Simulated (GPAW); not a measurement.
GaN (F-43m): refractive index against wavelength

The refractive index of GaN (F-43m) below the direct gap (1.71 eV on the mesh) is read from one computed spectrum, n = √(Re ε).

It takes space group F-43m (No. 216, cubic). Conventional cell: a = 4.507 Å, b = 4.507 Å, c = 4.507 Å, α = 90.00°, β = 90.00°, γ = 90.00°. Ga on site a has 4 N at 1.95 Å as nearest neighbours. Around N on site d lie 4 Ga at 1.95 Å.

Method: GPAW 26.7.0, PBE, RPA, k-mesh 13×13×13, local fields up to 60 eV, Lorentzian half width 0.1 eV.

Launch of the response step: `OMP_NUM_THREADS=1 python df.py`. The run took 19 s, its band step included, on 1 thread of Arm Neoverse V2, with other jobs on the host.

```
wavelength (nm)  photon energy E (eV)       n
           3000                 0.413  2.4026
           2000                 0.620  2.4119
           1550                 0.800  2.4240
           1310                 0.946  2.4372
           1064                 1.165       ?
```

In the single-oscillator model n² − 1 = E₀E_d/(E₀² − E²), so 1/(n² − 1) = E₀/E_d − E²/(E₀E_d) is linear in E².

Working, on the rows shown:

| x = E² (eV²) | y = 1/(n² − 1) |
| --- | --- |
| 0.170801 | 0.209534 |
| 0.384302 | 0.207587 |
| 0.639837 | 0.205096 |
| 0.895757 | 0.202431 |

Means: x̄ = 0.52267, ȳ = 0.20616. Σ(x − x̄)(y − ȳ) = -0.002901, Σ(x − x̄)² = 0.2959. Slope = -0.002901 / 0.2959 = -0.009803; intercept = ȳ − slope · x̄ = 0.21129. Turned back into n, the line misses the rows shown by at most 0.0004.

**Question.** What does the fit predict for the withheld row, and how well does it do?

**Answer.** At x = 1.3578 the line gives y = 0.19797, that is 2.4599. The run gave 2.4651, so the extrapolation is off by 0.0052, 8 % of the range in the table. Beyond its data the fit drifts from the curve.

Refitted with all rows, the slope is -0.01058 and the intercept 0.21162. These give E₀ = √(intercept/−slope) = 4.47 eV and E_d = E₀/intercept = 21.1 eV; E₀ is 2.6 times the direct gap. The electronic limit at long wavelengths, without lattice vibrations, is n = √(1 + 1/intercept) = 2.393. Excitons are left out; PBE gaps are as a rule too small. The values come from a sum over the points of one k-mesh and carry its error, which grows as the direct gap shrinks. The local-field cutoff holds few shells of reciprocal vectors for this small cell, so ε∞ can read a few per cent high. Spin-orbit coupling is left out.

[Logs are printed without paths, hosts, clocks, repeated set-up lines and the standing remarks that a program may print on its own settings, such as how far it seeks lower states.]
